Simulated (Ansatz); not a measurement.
# Bi2Te2Pb2S3 (P-3m1): G0W0 under other settings

A base run on Bi2Te2Pb2S3 (P-3m1), then changed inputs.

Calculated with Ansatz 0.2.0; G0W0 on PBE, plane waves, PAW; PAW set soft_1.

## 1. Starting point

The structure is trigonal, space group P-3m1 (No. 164). Conventional cell: a = 4.258 Å, b = 4.258 Å, c = 16.943 Å, α = 90.00°, β = 90.00°, γ = 120.00°. Bi has 3 S at 3.02 Å and 3 Te at 3.04 Å nearest. Nearest to Te lie 3 Bi at 3.04 Å. Nearest to Pb lie 6 S at 2.99 to 3.00 Å. S has 3 Pb at 2.99 Å and 3 Bi at 3.02 Å nearest. S has 6 Pb at 3.00 Å nearest. Farther neighbours and most contacts between anions are not listed.

The cell and positions come from the Crystallography Open Database and are kept as given unless a step says otherwise. Spin-orbit coupling is left out unless a step names it.

## 2. The base run: 6×6×1 mesh, 604 empty bands, screening to 100 eV, PAW set soft_1 files

G0W0 replaces the xc potential by the self-energy, built once from these orbitals. Only a window of levels is corrected, while the sums run over the empty bands that the input names. This step takes PAW set soft_1 files.

The input, input.yaml:

```yaml
crystal:
  lattice:
    - [4.25788, 0.0, 0.0]
    - [-2.12894, 3.6874322463, 0.0]
    - [0.0, 0.0, 16.9431]
  atoms:
    - { symbol: Bi, position: [0.0, 0.0, 0.19477] }
    - { symbol: Bi, position: [0.0, 0.0, 0.80523] }
    - { symbol: Te, position: [0.3333333333, 0.6666666667, 0.9106] }
    - { symbol: Te, position: [0.6666666667, 0.3333333333, 0.0894] }
    - { symbol: Pb, position: [0.3333333333, 0.6666666667, 0.60123] }
    - { symbol: Pb, position: [0.6666666667, 0.3333333333, 0.39877] }
    - { symbol: S, position: [0.3333333333, 0.6666666667, 0.29817] }
    - { symbol: S, position: [0.6666666667, 0.3333333333, 0.70183] }
    - { symbol: S, position: [0.0, 0.0, 0.5] }
kpoints:
  mp_grid: { grid: [6, 6, 1] }
hamiltonian:
  xc: pbe
  pseudopotentials: { kind: paw, azcp: { folder: soft_1 } }
scf:
  occupations: { method: fixed }
gw:
  n_empty_bands: 604
  ecut_chi: 100
  qp_bands: [v3, c3]
  qp_kpoints: band_edges
  screening: { model: contour_deformation }
```

Run with:

```sh
$ ansatz run input.yaml --threads 2 --pin off --max-ram 92160MiB --backend cuda --events-out ev --progress --plain --runs-dir out --devices 1 --max-vram 13GiB
```

Numbers of over 12 decimals in the logs are rounded to 6 here.

The program printed:

```text
GPUs: using 1 of 1 available (devices: 1).
Engine: ansatz 0.2.0, x86_64-unknown-linux-gnu
Pseudopotentials: kind: paw
Pseudopotential: Bi, paw, valence charge 15, recommended cutoff 420 eV (normal), soft_1/Bi.paw.azcp
Pseudopotential: Te, paw, valence charge 16, recommended cutoff 420 eV (normal), soft_1/Te.paw.azcp
Pseudopotential: Pb, paw, valence charge 14, recommended cutoff 420 eV (normal), soft_1/Pb.paw.azcp
Pseudopotential: S, paw, valence charge 6, recommended cutoff 420 eV (normal), soft_1/S.paw.azcp
Functional definition: PBE
  parameter kappa = 0.804
  parameter beta = 0.066725
  exchange = pbe_x(kappa = kappa, mu = beta*pi^2/3)
  correlation = pbe_c(beta = beta)
device memory: the entry about to start is reckoned to put 3.1 GiB on a device that reports 51.9 GiB free (of which the cap on the GPU budget leaves the run 13.0 GiB)
GPU FFT provider: cuFFT
GPU libraries: cuBLAS 13.8.2, cuFFT 12.4.0, cuSOLVER 12.3.4
Crystal: 9 atoms, lattice volume = 266.018 Å³
Basis set: ecut = 420 eV, 5175 PW (Γ)
Bands: 65, of which v1, the nominal top of the filled ones, is band 54 counted from 1 (53 counted from 0)
Symmetry: 12 space group operations
Space group: P-3m1 (ITA 164), of the structure as read, at distance tolerance 6.4e-5 Å
k-points: 7 of 36
Non-local potential: Bi, projectors of the file, l = 0: 2, l = 1: 2, l = 2: 2, l = 3: 1
Non-local potential: Te, projectors of the file, l = 0: 2, l = 1: 2, l = 2: 2, l = 3: 1
Non-local potential: Pb, projectors of the file, l = 0: 2, l = 1: 2, l = 2: 2, l = 3: 1
Non-local potential: S, projectors of the file, l = 0: 2, l = 1: 2, l = 2: 1
PAW form: soft (Blöchl's): semilocal exchange-correlation on the pseudo side does not see the compensation charge
PAW one-centre angular grid: Bi, 590 points (default); XC on 64 Gauss nodes
PAW one-centre angular grid: Te, 590 points (default); XC on 64 Gauss nodes
PAW one-centre angular grid: Pb, 590 points (default); XC on 64 Gauss nodes
PAW one-centre angular grid: S, 110 points (default); XC on 64 Gauss nodes
Initial density: superposition of atomic densities (chi_scale 0.1, normalization cell, long waves of neutral atoms (reshape's long-wave potential 3.62 eV rms, cloud 2.94 Å wide))
Initial wavefunctions: pseudopotential atomic-orbital guess
GPU buffer pool allocated for 108000 grid points (all kernels)
GPU transforms: local potential and band sums: pruned to the plane-wave sphere, on 30×30×120
Functional: x = pbe(κ = 0.804, μ = 0.219515), c = pbe(β = 0.066725)
SCF iter   1: F=—  HF=-65287.149958 eV  |F-HF|=—  |Δ(HF+E_count)|=         —  Δρ=2.48e-2  dr2=5.37e0  ethr=3.10e-3  ⟨swp⟩=5.0  Hψ=1543  notcnv=0  defer=47
preconditioner: auto → Resta (q_TF=auto, 2.348 Å⁻¹)  ε∞=3.8  [insulator: Δε(μ)=0.687 eV  Ē_g=11.320 eV  n_scr=66 (ndim 8)  ℏωp=18.8 eV  f_vac=0.003  ε∞_Penn≈3.8]
[...]
eigenvalues of the whole cell's RPA ε∞ on this k-mesh (on a slab, of 1 + 4πα/V) = 18.9576, 18.9576, 27.3277; static W/v taken at q = 0 is 0.043980
  bands read: the sum over 658 bands ends inside a degenerate multiplet in 1 slot, whose members it reads at an even weight; the widest, k=0: bands 658 to 659 (counted from 1) at 1/2 each
  gw.qp_kpoints: band_edges: 6 of 7 stored k-points solved, in 1 pass; an edge of the gap read off the rows below is read off those points alone
    valence top: of the k-points left out ik 5 came nearest to being solved in a further pass, in band 54 (counted from 1, as in the quasiparticle table): it holds the edge there only if its correction is more favourable than any solved in that band by at least 0.727 eV; those differ by 0.043 eV
    conduction bottom: of the k-points left out ik 5 came nearest to being solved in a further pass, in band 55 (counted from 1, as in the quasiparticle table): it holds the edge there only if its correction is more favourable than any solved in that band by at least 1.064 eV; those differ by 0.066 eV
  `?` marks the rows in doubt; gw_qp.tsv's column doubts and the gw_qp event give each row's grounds
    ik  band        ε_KS         Σx   Σc(E_QP)       V_xc       Z   E_QP_lin       E_QP  E_QP is
     0    52      7.5432   -15.6202     1.2033   -14.0908  0.7284     7.1903     7.2171  root ?
     0    53      7.5432   -15.6202     1.2033   -14.0908  0.7284     7.1903     7.2171  root ?
     0    54      8.3559   -15.9234     0.6358   -15.0559  0.7370     8.1179     8.1242  root
     0    55      8.7401    -8.7652    -3.1683   -11.9145  0.7608     8.7211     8.7210  root
     0    56      9.6481   -10.0393    -3.1429   -13.2007  0.7474     9.6667     9.6667  root
     0    57      9.8380    -9.5814    -3.2152   -12.8459  0.7487     9.8873     9.8872  root
     1    52      7.4214   -15.9397     1.3952   -14.2266  0.7229     7.0804     7.1035  root ?
     1    53      7.4605   -16.0613     1.3720   -14.4114  0.7206     7.1701     7.1825  root ?
     1    54      8.0129   -16.2017     0.9852   -14.9705  0.7293     7.7592     7.7670  root
     1    55      9.4974    -9.1526    -3.2898   -12.4637  0.7536     9.5186     9.5186  root
     1    56      9.8840    -9.9490    -3.2238   -13.2055  0.7439     9.9165     9.9165  root
     1    57     10.2505    -9.7585    -3.3913   -13.2236  0.7428    10.3246    10.3242  root
     2    52      7.1201   -16.0188     1.6133   -14.0848  0.7164     6.7752     6.7995  root ?
[...]
3    52      6.9255   -15.7687     1.6294   -13.8115  0.7150     6.5700     6.5978  root ?
     3    53      7.2004   -14.9982     1.0869   -13.6198  0.7263     6.8936     6.9089  root ?
[...]
4    52      7.2478   -16.6074     1.7641   -14.5498  0.7120     6.9386     6.9542  root ?
     4    53      7.7229   -16.1363     1.1904   -14.6691  0.7261     7.4339     7.4460  root ?
[...]
6    54      7.5559   -16.8522     1.5311   -15.0546  0.7187     7.2789     7.2894  root
     6    55     10.0384    -9.0749    -3.4552   -12.5756  0.7479    10.0839    10.0838  root
     6    56     10.0384    -9.0749    -3.4552   -12.5756  0.7479    10.0839    10.0838  root
     6    57     10.3823    -8.7934    -3.5925   -12.4488  0.7477    10.4455    10.4453  root
[key lines of the parts left out:]
SCF converged after 10 iterations
Free energy (F): -65286.060217 eV
Fermi energy:    8.355901 eV
```

The job ended after 36 s (1 × NVIDIA H100 80GB HBM3 (shared by 6 runs) with 2 threads of AMD EPYC 7R13 (Zen 3), shared host; peak memory 2.1 GiB; 47 s of CPU time).

Numbers from this step:

```
bands summed                                 : 658
RPA ε∞ on this mesh (eigenvalues)            : 18.96, 18.96, 27.33
plane waves in the screening matrix          : 615
q-points in the mesh                         : 36
G0W0 gap on the mesh                         : 0.5968 eV
k of the valence top                         : 0, 0, 0
k of the conduction bottom                   : 0, 0, 0
starting gap on the mesh                     : 0.3842 eV
Z at the valence top                         : 0.7370
Z at the conduction bottom                   : 0.7608
least direct G0W0 gap on the computed points : 0.5968 eV
```

The gap on the mesh goes from 0.38 eV to 0.60 eV, a correction of +0.21 eV. Between the two edge states, bare exchange in place of the xc potential would open the gap by 4.02 eV, and correlation takes back 3.80 eV.

## 3. Variant: wider window of levels

input.yaml, as its differences from that of step 2:

```diff
@@ -25,4 +25,4 @@
   ecut_chi: 100
-  qp_bands: [v3, c3]
-  qp_kpoints: band_edges
+  qp_bands: [v6, c4]
+  qp_kpoints: [[0, 0, 0]]
   screening: { model: contour_deformation }
```

The program printed:

```text
GPUs: using 1 of 1 available (devices: 1).
[...]
GPU FFT provider: cuFFT
GPU libraries: cuBLAS 13.8.2, cuFFT 12.4.0, cuSOLVER 12.3.4
Crystal: 9 atoms, lattice volume = 266.018 Å³
Basis set: ecut = 420 eV, 5175 PW (Γ)
Bands: 65, of which v1, the nominal top of the filled ones, is band 54 counted from 1 (53 counted from 0)
Symmetry: 12 space group operations
[...]
k-points: 7 of 36
[...]
GPU buffer pool allocated for 108000 grid points (all kernels)
[...]
SCF iter   1: F=—  HF=-65287.149958 eV  |F-HF|=—  |Δ(HF+E_count)|=         —  Δρ=2.48e-2  dr2=5.37e0  ethr=3.10e-3  ⟨swp⟩=5.0  Hψ=1543  notcnv=0  defer=47
[...]
SCF iter  10: F=-65286.060217 eV  HF=-65286.060217 eV  |F-HF|=2.94e-8  |Δ(HF+E_count)|=   8.47e-7  Δρ=2.85e-6  dr2=3.75e-8  ethr=9.26e-11  ⟨swp⟩=12.3  Hψ=2163  notcnv=0
SCF 1 converged in 10 iterations: F = -65286.060217 eV  dr2 = 3.75e-8
[...]
k-point 2: bands = [... 50 lower, 6.8999, 7.1201, 7.3581, 7.8215, 9.5394, 10.0127, 10.4580, 10.8979, ... 7 higher]
  k-point 6: bands = [... 50 lower, 6.5693, 7.5441, 7.5559, 7.5559, 10.0384, 10.0384, 10.3823, 11.6032, ... 7 higher]
[...]
0    49      7.3577   -15.6245     1.3492   -13.9439  0.7231     6.9971     7.0264  root ?
     0    50      7.3577   -15.6245     1.3492   -13.9439  0.7231     6.9971     7.0264  root ?
     0    51      7.4997   -16.0060     1.0362   -14.7289  0.7284     7.2514     7.2589  root
     0    52      7.5432   -15.6202     1.2033   -14.0908  0.7284     7.1903     7.2171  root ?
     0    53      7.5432   -15.6202     1.2033   -14.0908  0.7284     7.1903     7.2171  root ?
     0    54      8.3559   -15.9234     0.6358   -15.0559  0.7370     8.1179     8.1242  root
     0    55      8.7401    -8.7652    -3.1683   -11.9145  0.7608     8.7211     8.7210  root
     0    56      9.6481   -10.0393    -3.1429   -13.2007  0.7474     9.6667     9.6667  root
     0    57      9.8380    -9.5814    -3.2152   -12.8459  0.7487     9.8873     9.8872  root
     0    58      9.8380    -9.5814    -3.2152   -12.8459  0.7487     9.8873     9.8872  root
[key lines of the parts left out:]
SCF converged after 10 iterations
Free energy (F): -65286.060217 eV
Fermi energy:    8.355901 eV
```

Elapsed: 22 s, on 1 × NVIDIA H100 80GB HBM3 (shared by 6 runs) with 2 threads; peak memory 1.8 GiB.

Absolute levels on the run's own zero. QP, by row:

| k index | band | KS (eV) | Sigma_x (eV) | Sigma_c (eV) | Vxc (eV) | Z | QP linearised (eV) | QP (eV) | source | doubts |
| --- | --- | --- | --- | --- | --- | --- | --- | --- | --- | --- |
| 0 | 49 | 7.358 | -15.62 | 1.349 | -13.94 | 0.7231 | 6.997 | 7.026 | root | sigma_c_rises |
| 0 | 50 | 7.358 | -15.62 | 1.349 | -13.94 | 0.7231 | 6.997 | 7.026 | root | sigma_c_rises |
| 0 | 51 | 7.5 | -16.01 | 1.036 | -14.73 | 0.7284 | 7.251 | 7.259 | root |  |
| 0 | 52 | 7.543 | -15.62 | 1.203 | -14.09 | 0.7284 | 7.19 | 7.217 | root | sigma_c_rises |
| 0 | 53 | 7.543 | -15.62 | 1.203 | -14.09 | 0.7284 | 7.19 | 7.217 | root | sigma_c_rises |
| 0 | 54 | 8.356 | -15.92 | 0.6358 | -15.06 | 0.737 | 8.118 | 8.124 | root |  |
| 0 | 55 | 8.74 | -8.765 | -3.168 | -11.91 | 0.7608 | 8.721 | 8.721 | root |  |
| 0 | 56 | 9.648 | -10.04 | -3.143 | -13.2 | 0.7474 | 9.667 | 9.667 | root |  |
| 0 | 57 | 9.838 | -9.581 | -3.215 | -12.85 | 0.7487 | 9.887 | 9.887 | root |  |
| 0 | 58 | 9.838 | -9.581 | -3.215 | -12.85 | 0.7487 | 9.887 | 9.887 | root |  |

Against the base:

| setting | base | variant |
| --- | --- | --- |
| levels asked | v3 to c3 | v6 to c4 |
| points asked | band edges | [[0, 0, 0]] |

## 4. Variant: accuracy level

input.yaml, as its differences from that of step 3:

```diff
@@ -25,4 +25,5 @@
   ecut_chi: 100
-  qp_bands: [v6, c4]
-  qp_kpoints: [[0, 0, 0]]
+  qp_bands: [v3, c3]
+  qp_kpoints: band_edges
   screening: { model: contour_deformation }
+accuracy: high
```

The program printed:

```text
GPUs: using 1 of 1 available (devices: 1).
[...]
GPU FFT provider: cuFFT
GPU libraries: cuBLAS 13.8.2, cuFFT 12.4.0, cuSOLVER 12.3.4
Crystal: 9 atoms, lattice volume = 266.018 Å³
Basis set: ecut = 420 eV, 5175 PW (Γ)
Bands: 65, of which v1, the nominal top of the filled ones, is band 54 counted from 1 (53 counted from 0)
Symmetry: 12 space group operations
[...]
k-points: 7 of 36
[...]
GPU buffer pool allocated for 165888 grid points (all kernels)
[...]
SCF iter   1: F=—  HF=-65287.149972 eV  |F-HF|=—  |Δ(HF+E_count)|=         —  Δρ=2.48e-2  dr2=5.37e0  ethr=3.10e-3  ⟨swp⟩=5.0  Hψ=1543  notcnv=0  defer=47
[...]
SCF iter  10: F=-65286.060225 eV  HF=-65286.060225 eV  |F-HF|=2.94e-8  |Δ(HF+E_count)|=   8.47e-7  Δρ=2.85e-6  dr2=3.75e-8  ethr=9.26e-11  ⟨swp⟩=12.3  Hψ=2162  notcnv=0
SCF 1 converged in 10 iterations: F = -65286.060225 eV  dr2 = 3.75e-8
[...]
1    53      7.4605   -16.0613     1.3713   -14.4114  0.7206     7.1700     7.1819  root
     1    54      8.0129   -16.2017     0.9849   -14.9705  0.7295     7.7590     7.7666  root
     1    55      9.4974    -9.1526    -3.2898   -12.4637  0.7536     9.5186     9.5186  root
     1    56      9.8840    -9.9490    -3.2239   -13.2055  0.7442     9.9164     9.9165  root
[...]
2    52      7.1201   -16.0188     1.6118   -14.0848  0.7159     6.7754     6.7979  root ?
[...]
3    52      6.9255   -15.7687     1.6278   -13.8115  0.7156     6.5697     6.5961  root ?
[...]
4    52      7.2478   -16.6074     1.7633   -14.5498  0.7120     6.9386     6.9534  root ?
[...]
6    54      7.5559   -16.8522     1.5307   -15.0546  0.7187     7.2788     7.2889  root
     6    55     10.0384    -9.0749    -3.4551   -12.5756  0.7495    10.0842    10.0839  root
     6    56     10.0384    -9.0749    -3.4551   -12.5756  0.7495    10.0842    10.0839  root
     6    57     10.3823    -8.7934    -3.5929   -12.4488  0.7488    10.4457    10.4448  root
[key lines of the parts left out:]
SCF converged after 10 iterations
Free energy (F): -65286.060225 eV
Fermi energy:    8.355899 eV
```

Run time: 31 s. Hardware: 1 × NVIDIA H100 80GB HBM3 (shared by 6 runs) with 2 threads; peak memory 2.1 GiB; 41 s of CPU time.

The G0W0 gap on the mesh is 0.597 eV.

Against the base:

| setting | base | variant |
| --- | --- | --- |
| accuracy | - | high |

| quantity | variant | base |
| --- | --- | --- |
| starting gap on the mesh | 0.384 | 0.384 |
| G0W0 gap on the mesh | 0.597 | 0.597 |
| least direct G0W0 gap on the computed points | 0.597 | 0.597 |
| Z at the valence top | 0.737 | 0.737 |
| Z at the conduction bottom | 0.761 | 0.761 |

## 5. Variant: guard bands

input.yaml, as its differences from that of step 4:

```diff
@@ -23,4 +23,4 @@
 gw:
-  n_empty_bands: 604
-  ecut_chi: 100
+  n_empty_bands: 432
+  ecut_chi: 80
   qp_bands: [v3, c3]
@@ -28,2 +28,2 @@
   screening: { model: contour_deformation }
-accuracy: high
+  n_guard_bands: 0
```

The program printed:

```text
GPUs: using 1 of 1 available (devices: 1).
[...]
GPU FFT provider: cuFFT
GPU libraries: cuBLAS 13.8.2, cuFFT 12.4.0, cuSOLVER 12.3.4
Crystal: 9 atoms, lattice volume = 266.018 Å³
Basis set: ecut = 420 eV, 5175 PW (Γ)
Bands: 65, of which v1, the nominal top of the filled ones, is band 54 counted from 1 (53 counted from 0)
Symmetry: 12 space group operations
[...]
k-points: 7 of 36
[...]
GPU buffer pool allocated for 108000 grid points (all kernels)
[...]
SCF iter   1: F=—  HF=-65287.149958 eV  |F-HF|=—  |Δ(HF+E_count)|=         —  Δρ=2.48e-2  dr2=5.37e0  ethr=3.10e-3  ⟨swp⟩=5.0  Hψ=1543  notcnv=0  defer=47
[...]
SCF iter  10: F=-65286.060217 eV  HF=-65286.060217 eV  |F-HF|=2.94e-8  |Δ(HF+E_count)|=   8.47e-7  Δρ=2.85e-6  dr2=3.75e-8  ethr=9.26e-11  ⟨swp⟩=12.3  Hψ=2163  notcnv=0
SCF 1 converged in 10 iterations: F = -65286.060217 eV  dr2 = 3.75e-8
[...]
0    52      7.5432   -15.6202     1.2880   -14.0908  0.7291     7.2944     7.3018  root
     0    53      7.5432   -15.6202     1.2880   -14.0908  0.7291     7.2944     7.3018  root
     0    54      8.3559   -15.9234     0.7448   -15.0559  0.7380     8.2322     8.2333  root
     0    55      8.7401    -8.7652    -3.0861   -11.9145  0.7614     8.8034     8.8032  root
     0    56      9.6481   -10.0393    -3.0473   -13.2007  0.7481     9.7632     9.7623  root
     0    57      9.8380    -9.5814    -3.1238   -12.8459  0.7493     9.9803     9.9787  root
     1    52      7.4214   -15.9397     1.4821   -14.2266  0.7238     7.1839     7.1905  root
     1    53      7.4605   -16.0613     1.4669   -14.4114  0.7216     7.2742     7.2775  root
[...]
6    54      7.5559   -16.8522     1.6317   -15.0546  0.7201     7.3874     7.3900  root
     6    55     10.0384    -9.0749    -3.3670   -12.5756  0.7485    10.1735    10.1721  root
     6    56     10.0384    -9.0749    -3.3670   -12.5756  0.7485    10.1735    10.1721  root
     6    57     10.3823    -8.7934    -3.5051   -12.4488  0.7482    10.5346    10.5326  root
[key lines of the parts left out:]
SCF converged after 10 iterations
Free energy (F): -65286.060217 eV
Fermi energy:    8.355901 eV
```

Wall time 39 s (1 × NVIDIA H100 80GB HBM3 (shared by 6 runs) with 2 threads); peak memory 1.7 GiB.

The G0W0 gap on the mesh is 0.570 eV.

Against the base:

| setting | base | variant |
| --- | --- | --- |
| empty bands | 604 | 432 |
| screening cutoff (eV) | 100 | 80 |
| n guard bands | - | 0 |

| quantity | variant | base |
| --- | --- | --- |
| starting gap on the mesh | 0.384 | 0.384 |
| G0W0 gap on the mesh | 0.570 | 0.597 |
| least direct G0W0 gap on the computed points | 0.570 | 0.597 |
| Z at the valence top | 0.738 | 0.737 |
| Z at the conduction bottom | 0.761 | 0.761 |

## 6. What came out

```yaml
base: 0.60 eV, 36 s
wider_window_of_levels: direct gap at the listed points 0.60 eV, 22 s
accuracy_level: 0.60 eV, 31 s
guard_bands: 0.57 eV, 39 s
```

In words: Wider window of levels: only the listed points were computed; the least direct gap there is 0.60 eV, with levels asked and points asked changed against the base. Accuracy level: the gap moves by +0.0003 eV. Guard bands: the gap moves by −0.03 eV. The variant differs from the base in empty bands, screening cutoff and n guard bands together, so the change can't be laid to one of them. All runs here use a coarse mesh and modest cutoffs; they test settings and are not final values. The 6×6×1 mesh is coarse for this cell (its supercell is 17 Å along the shortest edge). The RPA ε∞ on it, from the PBE start, is 18.96 and 27.33; such meshes misread the long-range screening, most where the gap is narrow. Where an edge is built on 6p states of lead, bismuth or thallium, scalar-relativistic gaps usually stand too wide, by a few tenths to over one eV. With atoms this heavy and so narrow a gap, spin-orbit coupling can invert the bands. These scalar-relativistic gaps are then model values, not to be set against experiment, and a spin-orbit change taken from DFT can't simply be added.

[Paths, hosts, dates, memory and timing lines, banners, echoed tables and standing remarks are left out of the program output.]

[Logs are printed without paths, hosts, clocks, repeated set-up lines and the standing remarks that a program may print on its own settings, such as how far it seeks lower states.]

[Runs of the session that timed out or met a known fault of the program may be left out.]

[Cells called generated may have been cut or substituted from an entry of the Crystallography Open Database or the Materials Project.]

[Hosts, paths, dates, database ids (printed as entryN), source tags and the programs' standing remarks are cut or masked in the printed files.]
